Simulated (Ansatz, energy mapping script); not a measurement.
## EuCd2Sb2: energy mapping under PBEsol+U (4.5 eV)

How strongly do the moments of EuCd2Sb2 couple under PBEsol+U (4.5 eV)? The plan is to run several orders and fit a Heisenberg model.

Main program and level: Ansatz 0.2.0; PBEsol with U = 4.5 eV on Eu f, ortho-atomic projectors; plane waves, U on orthogonalised atomic orbitals unless named otherwise, collinear spin, no spin–orbit coupling.

Report form: the programs' logs are mostly left out.

### 1. Set-up

The structure is trigonal, space group P-3m1 (No. 164). Conventional cell: a = 4.744 Å, b = 4.744 Å, c = 7.705 Å, α = 90.00°, β = 90.00°, γ = 120.00°. Nearest to Eu lie 6 Sb at 3.33 Å. Cd has 4 Sb at 2.89 to 3.00 Å nearest. Sb has 4 Cd at 2.89 to 3.00 Å and 3 Eu at 3.33 Å nearest. Farther neighbours are not listed.

Coordinates:

```cif
data_structure
_symmetry_space_group_name_H-M 'P 1'
_symmetry_Int_Tables_number 1
_cell_length_a 4.7439
_cell_length_b 4.7439
_cell_length_c 7.7045
_cell_angle_alpha 90.000
_cell_angle_beta 90.000
_cell_angle_gamma 120.000
_cell_volume 150.16
loop_
_atom_site_label
_atom_site_type_symbol
_atom_site_fract_x
_atom_site_fract_y
_atom_site_fract_z
_atom_site_occupancy
Eu1 Eu 0.00000 0.00000 0.00000 1
Cd2 Cd 0.66667 0.33333 0.36530 1
Cd3 Cd 0.33333 0.66667 0.63470 1
Sb4 Sb 0.66667 0.33333 0.75441 1
Sb5 Sb 0.33333 0.66667 0.24559 1
```

The cell comes from a database of computed structures, and need not be the one that the compound takes in experiment.

A Hubbard U penalises fractional filling of the shell. It raises the cost of virtual hops to the neighbours, so couplings that rest on such hops usually weaken.

### 2. Seed run in the crystal's own cell

A corrected shell can settle in several orbital fillings. One parallel run, with an occupation width a fifth wider than the orders use, therefore is to supply the occupation matrices. All orders start from them.

input.yaml

```yaml
crystal:
  lattice:
    - [4.743921585, 0.0, 0.0]
    - [-2.371960792, 4.108356606, 0.0]
    - [0.0, 0.0, 7.70451817]
  atoms:
    - { symbol: Eu, position: [0.0, 0.0, 0.0], spin: 7.0 }
    - { symbol: Cd, position: [0.666666667, 0.333333333, 0.36530419] }
    - { symbol: Cd, position: [0.333333333, 0.666666667, 0.63469581] }
    - { symbol: Sb, position: [0.666666667, 0.333333333, 0.75441209] }
    - { symbol: Sb, position: [0.333333333, 0.666666667, 0.24558791] }
magnetization:
  spin_polarized: true
kpoints:
  mp_grid: { grid: [7, 7, 4] }
hamiltonian:
  xc: pbesol
  hubbard:
    sites: [{ species: Eu, l: f, u_eff: 4.5 }]
    projectors: ortho-atomic
scf:
  occupations: { method: fermi_dirac, width: 0.12 }
output:
  eigenvalues: true
```

Command:

```console
$ ansatz run input.yaml --threads 4 --pin off --max-ram 8192MiB --backend cpu --events-out ev --progress --plain --runs-dir out
```

Wall time 13 s (4 threads of Intel Xeon 6975P-C (Granite Rapids), shared host); peak memory 0.79 GiB.

Numbers from this step:

```
final state                       : ferromagnetic
electrons in the corrected shells : 6.966 e
largest moment                    : 6.939 μB
```

### 3. Order 1: parallel, cell A of 10 atoms

The parallel order is the zero of energy for this cell and mesh.

input.yaml

```yaml
crystal:
  lattice:
    - [-4.743921585, 0.0, 0.0]
    - [1.0e-09, 8.216713212, 0.0]
    - [2.371960792, -4.108356606, -7.70451817]
  atoms:
    - { symbol: Eu, position: [0.0, 0.0, 0.0], spin: 7.0 }
    - { symbol: Eu, position: [0.5, 0.5, 0.0], spin: 7.0 }
    - { symbol: Cd, position: [0.317347904, 0.984014572, 0.63469581] }
    - { symbol: Cd, position: [0.817347905, 0.484014572, 0.63469581] }
    - { symbol: Cd, position: [0.682652096, 0.015985429, 0.36530419] }
    - { symbol: Cd, position: [0.182652095, 0.515985428, 0.36530419] }
    - { symbol: Sb, position: [0.122793954, 0.789460622, 0.24558791] }
    - { symbol: Sb, position: [0.622793955, 0.289460622, 0.24558791] }
    - { symbol: Sb, position: [0.877206045, 0.210539378, 0.75441209] }
    - { symbol: Sb, position: [0.377206045, 0.710539378, 0.75441209] }
magnetization:
  spin_polarized: true
kpoints:
  mp_grid: { grid: [6, 4, 6] }
hamiltonian:
  xc: pbesol
  hubbard:
    sites:
      - { species: Eu, l: f, u_eff: 4.5 }
      - { site: 0, l: f, u_eff: 4.5, starting_ns: [{ spin: up, occupation_matrix: eu1_major }, { spin: down, occupation_matrix: eu1_minor }] }
      - { site: 1, l: f, u_eff: 4.5, starting_ns: [{ spin: up, occupation_matrix: eu1_major }, { spin: down, occupation_matrix: eu1_minor }] }
    projectors: ortho-atomic
    occupation_matrices:
      eu1_major:
        matrix:
          - [0.995, 0.0, 0.0, 0.0, 0.0, 0.0, 0.002]
          - [0.0, 0.994, 0.0, 0.0, -0.002, 0.0, 0.0]
          - [0.0, 0.0, 0.994, -0.002, 0.0, 0.0, 0.0]
          - [0.0, 0.0, -0.002, 0.993, 0.0, 0.0, 0.0]
          - [0.0, -0.002, 0.0, 0.0, 0.993, 0.0, 0.0]
          - [0.0, 0.0, 0.0, 0.0, 0.0, 0.996, 0.0]
          - [0.002, 0.0, 0.0, 0.0, 0.0, 0.0, 0.993]
      eu1_minor:
        matrix:
          - [0.001, 0.0, 0.0, 0.0, 0.0, 0.0, -0.001]
          - [0.0, 0.001, 0.0, 0.0, 0.0, 0.0, 0.0]
          - [0.0, 0.0, 0.001, 0.0, 0.0, 0.0, 0.0]
          - [0.0, 0.0, 0.0, 0.002, 0.0, 0.0, 0.0]
          - [0.0, 0.0, 0.0, 0.0, 0.002, 0.0, 0.0]
          - [0.0, 0.0, 0.0, 0.0, 0.0, 0.001, 0.0]
          - [-0.001, 0.0, 0.0, 0.0, 0.0, 0.0, 0.002]
scf:
  occupations: { method: fermi_dirac, width: 0.1 }
output:
  eigenvalues: true
```

It took 53 s on 4 threads; peak memory 2.8 GiB; 2.8 min of CPU time.

Spin moment in the sphere by atom:

| atom | spin moment in the sphere (μB) |
| --- | --- |
| Eu1 | 6.94 |
| Eu2 | 6.94 |
| Cd3 | -0.01 |
| Cd4 | -0.01 |
| Cd5 | -0.01 |
| Cd6 | -0.01 |
| Sb7 | -0.03 |
| Sb8 | -0.03 |
| Sb9 | -0.03 |
| Sb10 | -0.03 |

The run ends ferromagnetic.

### 4. Run 2 (compensated +−; cell A, 10 atoms)

This order reverses 4 of the 6 neighbours at 4.74 Å, counted for an average magnetic atom.

Changes to input.yaml since step 3:

```diff
@@ -7,3 +7,3 @@
     - { symbol: Eu, position: [0.0, 0.0, 0.0], spin: 7.0 }
-    - { symbol: Eu, position: [0.5, 0.5, 0.0], spin: 7.0 }
+    - { symbol: Eu, position: [0.5, 0.5, 0.0], spin: -7.0 }
     - { symbol: Cd, position: [0.317347904, 0.984014572, 0.63469581] }
@@ -26,3 +26,3 @@
       - { site: 0, l: f, u_eff: 4.5, starting_ns: [{ spin: up, occupation_matrix: eu1_major }, { spin: down, occupation_matrix: eu1_minor }] }
-      - { site: 1, l: f, u_eff: 4.5, starting_ns: [{ spin: up, occupation_matrix: eu1_major }, { spin: down, occupation_matrix: eu1_minor }] }
+      - { site: 1, l: f, u_eff: 4.5, starting_ns: [{ spin: up, occupation_matrix: eu1_minor }, { spin: down, occupation_matrix: eu1_major }] }
     projectors: ortho-atomic
```

The job ended after 53 s (4 threads; peak memory 2.9 GiB; 2.9 min of CPU time).

Spin moment in the sphere by atom:

| atom | spin moment in the sphere (μB) |
| --- | --- |
| Eu1 | 6.94 |
| Eu2 | -6.94 |
| Cd3 | 0.00 |
| Cd4 | 0.00 |
| Cd5 | 0.00 |
| Cd6 | 0.00 |
| Sb7 | 0.01 |
| Sb8 | -0.01 |
| Sb9 | 0.01 |
| Sb10 | -0.01 |

The run ends antiferromagnetic, 1.76 meV a magnetic atom above the parallel order of its cell (energies taken at zero occupation width, not the printed F).

### 5. Parallel start in cell B (15 atoms)

The parallel order again, as the reference for this cell.

input.yaml

```yaml
crystal:
  lattice:
    - [-4.743921585, 0.0, 0.0]
    - [2.371960792, -4.108356606, -7.70451817]
    - [-1.0e-09, -8.216713212, 7.70451817]
  atoms:
    - { symbol: Eu, position: [0.333333333, 0.666666667, 0.666666667], spin: 7.0 }
    - { symbol: Eu, position: [0.666666667, 0.333333333, 0.333333333], spin: 7.0 }
    - { symbol: Eu, position: [0.0, 0.0, 0.0], spin: 7.0 }
    - { symbol: Cd, position: [0.656009714, 0.312019429, 0.677323619] }
    - { symbol: Cd, position: [0.989343047, 0.978686096, 0.343990286] }
    - { symbol: Cd, position: [0.322676381, 0.645352762, 0.010656952] }
    - { symbol: Cd, position: [0.010656953, 0.021313904, 0.656009714] }
    - { symbol: Cd, position: [0.343990286, 0.687980571, 0.322676381] }
    - { symbol: Cd, position: [0.677323619, 0.354647238, 0.989343048] }
    - { symbol: Sb, position: [0.526307081, 0.052614162, 0.807026252] }
    - { symbol: Sb, position: [0.859640414, 0.719280829, 0.473692919] }
    - { symbol: Sb, position: [0.192973747, 0.385947496, 0.140359586] }
    - { symbol: Sb, position: [0.140359586, 0.280719171, 0.526307081] }
    - { symbol: Sb, position: [0.473692919, 0.947385838, 0.192973748] }
    - { symbol: Sb, position: [0.807026253, 0.614052504, 0.859640414] }
magnetization:
  spin_polarized: true
kpoints:
  mp_grid: { grid: [6, 6, 3] }
hamiltonian:
  xc: pbesol
  hubbard:
    sites:
      - { species: Eu, l: f, u_eff: 4.5 }
      - { site: 0, l: f, u_eff: 4.5, starting_ns: [{ spin: up, occupation_matrix: eu1_major }, { spin: down, occupation_matrix: eu1_minor }] }
      - { site: 1, l: f, u_eff: 4.5, starting_ns: [{ spin: up, occupation_matrix: eu1_major }, { spin: down, occupation_matrix: eu1_minor }] }
      - { site: 2, l: f, u_eff: 4.5, starting_ns: [{ spin: up, occupation_matrix: eu1_major }, { spin: down, occupation_matrix: eu1_minor }] }
    projectors: ortho-atomic
    occupation_matrices:
      eu1_major:
        matrix:
          - [0.995, 0.0, 0.0, 0.0, 0.0, 0.0, 0.002]
          - [0.0, 0.994, 0.0, 0.0, -0.002, 0.0, 0.0]
          - [0.0, 0.0, 0.994, -0.002, 0.0, 0.0, 0.0]
          - [0.0, 0.0, -0.002, 0.993, 0.0, 0.0, 0.0]
          - [0.0, -0.002, 0.0, 0.0, 0.993, 0.0, 0.0]
          - [0.0, 0.0, 0.0, 0.0, 0.0, 0.996, 0.0]
          - [0.002, 0.0, 0.0, 0.0, 0.0, 0.0, 0.993]
      eu1_minor:
        matrix:
          - [0.001, 0.0, 0.0, 0.0, 0.0, 0.0, -0.001]
          - [0.0, 0.001, 0.0, 0.0, 0.0, 0.0, 0.0]
          - [0.0, 0.0, 0.001, 0.0, 0.0, 0.0, 0.0]
          - [0.0, 0.0, 0.0, 0.002, 0.0, 0.0, 0.0]
          - [0.0, 0.0, 0.0, 0.0, 0.002, 0.0, 0.0]
          - [0.0, 0.0, 0.0, 0.0, 0.0, 0.001, 0.0]
          - [-0.001, 0.0, 0.0, 0.0, 0.0, 0.0, 0.002]
scf:
  occupations: { method: fermi_dirac, width: 0.1 }
output:
  eigenvalues: true
```

The job ended after 1.9 min (4 threads; peak memory 4.8 GiB; 5.8 min of CPU time).

The run ends ferromagnetic. For each magnetic atom its energy differs from the parallel run of the first cell by -0.93 meV, an error that one common reference would have brought in.

### 6. Run 4 (uncompensated ++−; cell B, 15 atoms)

This order reverses 2.67 of the 6 neighbours at 4.74 Å, counted for an average magnetic atom.

Changes to input.yaml since step 5:

```diff
@@ -8,3 +8,3 @@
     - { symbol: Eu, position: [0.666666667, 0.333333333, 0.333333333], spin: 7.0 }
-    - { symbol: Eu, position: [0.0, 0.0, 0.0], spin: 7.0 }
+    - { symbol: Eu, position: [0.0, 0.0, 0.0], spin: -7.0 }
     - { symbol: Cd, position: [0.656009714, 0.312019429, 0.677323619] }
@@ -32,3 +32,3 @@
       - { site: 1, l: f, u_eff: 4.5, starting_ns: [{ spin: up, occupation_matrix: eu1_major }, { spin: down, occupation_matrix: eu1_minor }] }
-      - { site: 2, l: f, u_eff: 4.5, starting_ns: [{ spin: up, occupation_matrix: eu1_major }, { spin: down, occupation_matrix: eu1_minor }] }
+      - { site: 2, l: f, u_eff: 4.5, starting_ns: [{ spin: up, occupation_matrix: eu1_minor }, { spin: down, occupation_matrix: eu1_major }] }
     projectors: ortho-atomic
```

The job ended after 87 s (4 threads; peak memory 4.8 GiB).

The run ends ferrimagnetic, 0.74 meV a magnetic atom above the parallel order of its cell (energies taken at zero occupation width, not the printed F).

### 7. Run 5 (parallel; cell C, 20 atoms)

input.yaml

```yaml
crystal:
  lattice:
    - [7.115882377, -4.108356606, 0.0]
    - [-4.743921585, 0.0, -7.70451817]
    - [4.743921586, 8.216713212, 0.0]
  atoms:
    - { symbol: Eu, position: [0.0, 0.0, 0.0], spin: 7.0 }
    - { symbol: Eu, position: [0.5, 0.0, 0.25], spin: 7.0 }
    - { symbol: Eu, position: [0.0, 0.0, 0.5], spin: 7.0 }
    - { symbol: Eu, position: [0.5, 0.0, 0.75], spin: 7.0 }
    - { symbol: Cd, position: [0.984014572, 0.63469581, 0.158673952] }
    - { symbol: Cd, position: [0.484014572, 0.63469581, 0.408673952] }
    - { symbol: Cd, position: [0.984014572, 0.63469581, 0.658673952] }
    - { symbol: Cd, position: [0.484014572, 0.63469581, 0.908673952] }
    - { symbol: Cd, position: [0.515985428, 0.36530419, 0.091326048] }
    - { symbol: Cd, position: [0.015985428, 0.36530419, 0.341326048] }
    - { symbol: Cd, position: [0.515985428, 0.36530419, 0.591326048] }
    - { symbol: Cd, position: [0.015985428, 0.36530419, 0.841326048] }
    - { symbol: Sb, position: [0.789460622, 0.24558791, 0.061396978] }
    - { symbol: Sb, position: [0.289460622, 0.24558791, 0.311396978] }
    - { symbol: Sb, position: [0.789460622, 0.24558791, 0.561396978] }
    - { symbol: Sb, position: [0.289460622, 0.24558791, 0.811396978] }
    - { symbol: Sb, position: [0.710539378, 0.75441209, 0.188603022] }
    - { symbol: Sb, position: [0.210539378, 0.75441209, 0.438603022] }
    - { symbol: Sb, position: [0.710539378, 0.75441209, 0.688603022] }
    - { symbol: Sb, position: [0.210539378, 0.75441209, 0.938603022] }
magnetization:
  spin_polarized: true
kpoints:
  mp_grid: { grid: [4, 4, 3] }
hamiltonian:
  xc: pbesol
  hubbard:
    sites:
      - { species: Eu, l: f, u_eff: 4.5 }
      - { site: 0, l: f, u_eff: 4.5, starting_ns: [{ spin: up, occupation_matrix: eu1_major }, { spin: down, occupation_matrix: eu1_minor }] }
      - { site: 1, l: f, u_eff: 4.5, starting_ns: [{ spin: up, occupation_matrix: eu1_major }, { spin: down, occupation_matrix: eu1_minor }] }
      - { site: 2, l: f, u_eff: 4.5, starting_ns: [{ spin: up, occupation_matrix: eu1_major }, { spin: down, occupation_matrix: eu1_minor }] }
      - { site: 3, l: f, u_eff: 4.5, starting_ns: [{ spin: up, occupation_matrix: eu1_major }, { spin: down, occupation_matrix: eu1_minor }] }
    projectors: ortho-atomic
    occupation_matrices:
      eu1_major:
        matrix:
          - [0.995, 0.0, 0.0, 0.0, 0.0, 0.0, 0.002]
          - [0.0, 0.994, 0.0, 0.0, -0.002, 0.0, 0.0]
          - [0.0, 0.0, 0.994, -0.002, 0.0, 0.0, 0.0]
          - [0.0, 0.0, -0.002, 0.993, 0.0, 0.0, 0.0]
          - [0.0, -0.002, 0.0, 0.0, 0.993, 0.0, 0.0]
          - [0.0, 0.0, 0.0, 0.0, 0.0, 0.996, 0.0]
          - [0.002, 0.0, 0.0, 0.0, 0.0, 0.0, 0.993]
      eu1_minor:
        matrix:
          - [0.001, 0.0, 0.0, 0.0, 0.0, 0.0, -0.001]
          - [0.0, 0.001, 0.0, 0.0, 0.0, 0.0, 0.0]
          - [0.0, 0.0, 0.001, 0.0, 0.0, 0.0, 0.0]
          - [0.0, 0.0, 0.0, 0.002, 0.0, 0.0, 0.0]
          - [0.0, 0.0, 0.0, 0.0, 0.002, 0.0, 0.0]
          - [0.0, 0.0, 0.0, 0.0, 0.0, 0.001, 0.0]
          - [-0.001, 0.0, 0.0, 0.0, 0.0, 0.0, 0.002]
scf:
  occupations: { method: fermi_dirac, width: 0.1 }
output:
  eigenvalues: true
```

It took 2.1 min on 4 threads; peak memory 6.5 GiB; 8.1 min of CPU time.

The run ends ferromagnetic. For each magnetic atom its energy differs from the parallel run of the first cell by 0.92 meV, an error that one common reference would have brought in.

### 8. Order 6: uncompensated +++−, cell C of 20 atoms

This order reverses 3 of the 6 neighbours at 4.74 Å, counted for an average magnetic atom.

Changes to input.yaml since step 7:

```diff
@@ -9,3 +9,3 @@
     - { symbol: Eu, position: [0.0, 0.0, 0.5], spin: 7.0 }
-    - { symbol: Eu, position: [0.5, 0.0, 0.75], spin: 7.0 }
+    - { symbol: Eu, position: [0.5, 0.0, 0.75], spin: -7.0 }
     - { symbol: Cd, position: [0.984014572, 0.63469581, 0.158673952] }
@@ -38,3 +38,3 @@
       - { site: 2, l: f, u_eff: 4.5, starting_ns: [{ spin: up, occupation_matrix: eu1_major }, { spin: down, occupation_matrix: eu1_minor }] }
-      - { site: 3, l: f, u_eff: 4.5, starting_ns: [{ spin: up, occupation_matrix: eu1_major }, { spin: down, occupation_matrix: eu1_minor }] }
+      - { site: 3, l: f, u_eff: 4.5, starting_ns: [{ spin: up, occupation_matrix: eu1_minor }, { spin: down, occupation_matrix: eu1_major }] }
     projectors: ortho-atomic
```

Wall time 2 min (4 threads); peak memory 6.7 GiB.

The run ends ferrimagnetic, 1.11 meV a magnetic atom above the parallel order of its cell (energies taken at zero occupation width, not the printed F).

### 9. The fit

Each energy difference is a sum of couplings weighted by the pairs that the order reverses. A few near shells are fitted to the differences by least squares. Energies are those extrapolated to zero occupation width, not the free energies F.

The orders side by side; each is measured from the parallel order in the same cell and on the same mesh:

| order | atoms | energy (meV a magnetic atom) | moments (μB) | moments kept as typed | opposed neighbours at 4.74 Å |
| --- | --- | --- | --- | --- | --- |
| parallel in cell A | 10 | 0.00 | 6.94 | yes | 0 |
| compensated +− in cell A | 10 | 1.76 | 6.94 | yes | 4 |
| parallel in cell B | 15 | 0.00 | 6.94 | yes | 0 |
| uncompensated ++− in cell B | 15 | 0.74 | 6.94 | yes | 2.67 |
| parallel in cell C | 20 | 0.00 | 6.94 | yes | 0 |
| uncompensated +++− in cell C | 20 | 1.11 | 6.94 | yes | 3 |

Couplings from the energies, with E = −Σ J e·e over ordered pairs:

| pair | distance (Å) | neighbours | J (meV) |
| --- | --- | --- | --- |
| Eu–Eu | 4.74 | 6 | 0.192 |

Adding the shell at 7.70 Å gives 0.16 and 0.065 meV.

Limits of this fit: it misses the energies by up to 0.29 meV, so no temperature is drawn.

### 10. Against another level

The first set of orders, under PBEsol+U (1.5 eV), took 38 min of CPU time summed over its finished orders (seed run apart), these 32 min.

| quantity | this set | first set |
| --- | --- | --- |
| J at 4.74 Å, meV | 0.192 | 0.860 |

The coupling that led in the first set goes from 0.860 to 0.192 meV.

### 11. Results

```yaml
lowest_order_tried: parallel
largest_fitted_value_eu_eu_at_4p74_a: 0.192 meV
```

In words: Of the orders tried, EuCd2Sb2 prefers parallel moments under PBEsol+U (4.5 eV). The margin is only 0.74 meV a magnetic atom, within reach of the numerical errors of such runs. How the layers stack magnetically is not fixed by these couplings. The coupling at 4.74 Å is 0.22 times that of the first set, at 0.85 times the CPU time. The one fitted coupling is the Eu–Eu pair at 4.74 Å, ferromagnetic at 0.19 meV. The orders also reverse pairs at 7.70, 8.22 and 9.05 Å, which are not fitted, so the fitted values hold their part too. With 3 differences for 1 couplings the fit misses by 0.29 meV at most, which is not small: farther shells, terms beyond the Heisenberg form or the mesh can cause that. Moments change by under 0.1 % against the parallel run of the same cell, so their size stays put. Every order is gapless on its mesh at this level. In a metal exchange reaches farther, and a short model of fixed moments is less apt.

[Logs and program files are shortened in this print: banners, set-up blocks, solver, clock and traceback lines can be left out without a mark of their own.]

[Logs are printed without paths, hosts, clocks, repeated set-up lines and the standing remarks that a program may print on its own settings, such as how far it seeks lower states.]

[Hosts, paths, dates, database ids (printed as entryN), source tags and the programs' standing remarks are cut or masked in the printed files.]

[Where a cell is said to come from a database of computed structures, the database is the Materials Project.]
